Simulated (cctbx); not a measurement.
# Accept or mend?

Cell a = 4.1920 Å, b = 4.1920 Å, c = 7.6410 Å, α = 90.00°, β = 90.00°, γ = 120.00°; space group P6_3/mmc (no. 194). The compound is CeTiFe.

The data are simulated with cctbx, not measured: synchrotron X-rays, λ = 0.7749 Å, to d = 0.75 Å, 80 % of the full sphere, strongest reflection 20000 counts, noise from counting, a 2 % proportional error and a noise floor of 8 counts (s.d.); no absorption.

An anisotropic refinement with weights 1/σ² prints:

```text
Rint 0.020, 73 unique reflections to 0.76 A
cycle     R1     wR2    GooF  max shift (A)
   1  0.0573  0.1191   9.808   0.00000
   2  0.0321  0.0810   6.674   0.00000
final R1 0.0320 wR2 0.0810 GooF 6.674  parameters 6  data/parameter 12.2
atom        x        y        z      Ueq    occ   su(xyz)  su(Uiso or U11)
Ce1    0.00000  0.00000  0.00000   0.0102  1.000  0.00000  0.0006
Ti1    0.66667  0.33333  0.75000   0.0039  1.000  0.00000  0.0011
Fe1    0.66667  0.33333  0.25000   0.0449  1.000  0.00000  0.0024
difference map: max 3.08 min -1.90 rms 0.56
Q1    0.3333  0.6667  0.2500    2    3.08  0.00 A from Ti1
Q2    0.2076  0.4153  0.7500    6    1.63  0.91 A from Fe1
Q3    0.0938  0.4748  0.7500   12    1.39  0.92 A from Fe1
Q4    0.3333  0.6667  0.0749    4    1.24  1.34 A from Ti1
Q5    0.1518  0.3037  0.0302   12    0.46  1.13 A from Ce1
Q6    0.0915  0.1829  0.7500    6    0.41  1.76 A from Fe1
```

**Question.** Can this result stand? If not, what is the likely fault?

Mend it. The fault: elements exchanged: Fe1 is Ti and Ti1 is Fe. Against the right model at the same level, R1 goes from 0.0064 to 0.0320 and GooF from 0.92 to 6.67, U of Ti1 shrinks from 0.0124 to 0.0039 Å², U of Fe1 swells from 0.0357 to 0.0449 Å², the top difference peak, 3.1 e/Å³, lies on Ti1 and a hole of -1.9 e/Å³ opens. Fe1 has 4 electrons too many and its U swells to shed them, as expected; Ti1 has 4 electrons too few and its U shrinks to make up, as expected.

The compound is CeTiFe. The right model at the same level gives:

```text
Rint 0.020, 73 unique reflections to 0.76 A
cycle     R1     wR2    GooF  max shift (A)
   1  0.0086  0.0174   1.434   0.00000
   2  0.0064  0.0112   0.923   0.00000
final R1 0.0064 wR2 0.0112 GooF 0.923  parameters 6  data/parameter 12.2
atom        x        y        z      Ueq    occ   su(xyz)  su(Uiso or U11)
Ce1    0.00000  0.00000  0.00000   0.0101  1.000  0.00000  0.0001
Fe1    0.66667  0.33333  0.75000   0.0124  1.000  0.00000  0.0002
Ti1    0.66667  0.33333  0.25000   0.0357  1.000  0.00000  0.0003
difference map: max 0.15 min -0.15 rms 0.06
Q1    0.1300  0.2600  0.9997   12    0.15  0.94 A from Ce1
Q2    0.3333  0.6667  0.1013    4    0.15  1.14 A from Fe1
Q3    0.0769  0.5384  0.7500    6    0.14  0.93 A from Ti1
Q4    0.2223  0.4446  0.6458   12    0.13  1.13 A from Ti1
Q5    0.0388  0.2525  0.6189   24    0.13  1.34 A from Ce1
Q6    0.2197  0.4394  0.1893   12    0.12  0.95 A from Fe1
```

The model was made for the exercise: a known structure type with other elements put in, its volume estimated, not relaxed; displacement parameters are assumed.

[Middle refinement cycles are left out of these outputs.]

[Logs are printed without paths, hosts, clocks, repeated set-up lines and the standing remarks that a program may print on its own settings, such as how far it seeks lower states.]
